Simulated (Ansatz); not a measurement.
In doubt: masses and optical values from hybrid runs of this build are listed as unsure, which bears on the screening that GW takes from such a start.

Rows from a G0W0 calculation on YPO4 (I4_1/amd) (Ansatz 0.2.0; G0W0 on HSE06, plane waves, PAW; PAW set soft_1; 4×4×4 mesh, 325 empty bands, screening to 100 eV, PAW set soft_1 files), in eV. Spin-orbit coupling is left out.

The database entry behind the starting cell differs from later determinations by our own check (impure mineral, about 0.2 % long), so it need not match the best structure at ambient conditions.

```tsv
row	Σx	Σc	Vxc	Z
A	-26.69	4.16	-22.22	0.82
B	-8.77	-4.10	-13.98	0.86
C	-8.26	-4.10	-13.41	0.86
D	-8.76	-4.19	-14.04	0.86
E	-8.99	-3.77	-13.65	0.87
F	-26.43	4.15	-21.93	0.82
```

**Question.** Which rows are filled states and which are empty ones, and how can one tell?

Filled: A and F. Empty: B, C, D and E. The sign of Σc tells: for a filled state bare exchange, which holds its interaction with itself, lies below Vxc (Σx − Vxc is -4.5 eV or lower here) and screening gives part back as a positive Σc. For an empty state Σx lies above Vxc (+4.7 eV or more) and the Coulomb hole leaves Σc negative.

[Paths, hosts, dates, memory and timing lines, banners, echoed tables and standing remarks are left out of the program output.]

[Logs are printed without paths, hosts, clocks, repeated set-up lines and the standing remarks that a program may print on its own settings, such as how far it seeks lower states.]

[Runs of the session that timed out or met a known fault of the program may be left out.]

[Cells called generated may have been cut or substituted from an entry of the Crystallography Open Database or the Materials Project.]

[Hosts, paths, dates, database ids (printed as entryN), source tags and the programs' standing remarks are cut or masked in the printed files.]
